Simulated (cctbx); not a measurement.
# Diagnosing a refinement

Cell a = 2.9200 Å, b = 2.9200 Å, c = 12.8800 Å, α = 90.00°, β = 90.00°, γ = 120.00°; space group P-6m2 (no. 187). The compound is Cr4InGaN2.

The data are simulated with cctbx, not measured: Cu Kα, λ = 1.54184 Å, to d = 0.83 Å, 95 % of the full sphere, strongest reflection 5000 counts, noise from counting, a 3 % proportional error and a noise floor of 15 counts (s.d.); no absorption, and some extinction, which the refinements don't model.

An isotropic refinement with weights 1/σ² prints:

```text
Rint 0.036, 104 unique reflections to 0.84 A
cycle     R1     wR2    GooF  max shift (A)
   1  0.0484  0.0873   3.069   0.00178
  12  0.0225  0.0416   1.461   0.00073
final R1 0.0225 wR2 0.0416 GooF 1.461  parameters 9  data/parameter 11.6
atom        x        y        z      Ueq    occ   su(xyz)  su(Uiso or U11)
In1    0.00000  0.00000  0.00000   0.0006  1.000  0.00000  0.0004
Ga1    0.66667  0.33333  0.50000   0.0016  1.000  0.00000  0.0007
Cr1    0.00000  0.00000  0.33553   0.0031  1.000  0.00017  0.0005
Cr2    0.66667  0.33333  0.16254   0.0035  1.000  0.00024  0.0007
N1     0.33333  0.66667  0.24459   0.0088  1.000  0.00142  0.0023
N2     0.66667  0.33333  0.00000   1.0000  1.000  0.00000  0.3570
difference map: max 0.51 min -0.80 rms 0.21
Q1    0.4234  0.2117  0.3599    6    0.52  1.12 A from Cr1
Q2    0.9918  0.2722  0.5000    6    0.43  1.05 A from Ga1
Q3    0.0841  0.5420  0.2278    6    0.43  0.67 A from N1
Q4    0.0000  0.0000  0.1295    2    0.43  1.67 A from In1
Q5    0.0104  0.3442  0.4288   12    0.41  1.35 A from Ga1
Q6    0.3654  0.1827  0.1120    6    0.39  1.00 A from Cr2
```

Q: Accept it or mend it, and why?

Mend it. The fault: spurious atom: N2. Against the right model at the same level, R1 goes from 0.0190 to 0.0225 and GooF from 1.23 to 1.46 and N2 takes U = the program's ceiling. A site with no density behind it hides by a very large U or drifts.

The compound is Cr4InGaN2. The right model at the same level gives:

```text
Rint 0.036, 104 unique reflections to 0.84 A
cycle     R1     wR2    GooF  max shift (A)
   1  0.1565  0.3092  10.815   0.08755
   2  0.0190  0.0351   1.227   0.00004
final R1 0.0190 wR2 0.0351 GooF 1.227  parameters 8  data/parameter 13.0
atom        x        y        z      Ueq    occ   su(xyz)  su(Uiso or U11)
In1    0.00000  0.00000  0.00000   0.0008  1.000  0.00000  0.0003
Ga1    0.66667  0.33333  0.50000   0.0019  1.000  0.00000  0.0006
Cr1    0.00000  0.00000  0.33551   0.0033  1.000  0.00014  0.0005
Cr2    0.66667  0.33333  0.16245   0.0037  1.000  0.00020  0.0006
N1     0.33333  0.66667  0.24440   0.0088  1.000  0.00119  0.0019
difference map: max 0.44 min -0.80 rms 0.18
Q1    0.4244  0.2122  0.3597    6    0.45  1.12 A from Cr1
Q2    0.3573  0.1787  0.1103    6    0.45  1.03 A from Cr2
Q3    0.0000  0.0000  0.1284    2    0.44  1.65 A from In1
Q4    0.0000  0.0000  0.0367    2    0.42  0.47 A from In1
Q5    0.1902  0.3803  0.1048    6    0.42  1.64 A from Cr2
Q6    0.9941  0.2687  0.5000    6    0.38  1.06 A from Ga1
```

This is a model crystal, built by substitution and not relaxed, with assumed displacement parameters.

[Middle refinement cycles are left out of these outputs.]

[Logs are printed without paths, hosts, clocks, repeated set-up lines and the standing remarks that a program may print on its own settings, such as how far it seeks lower states.]
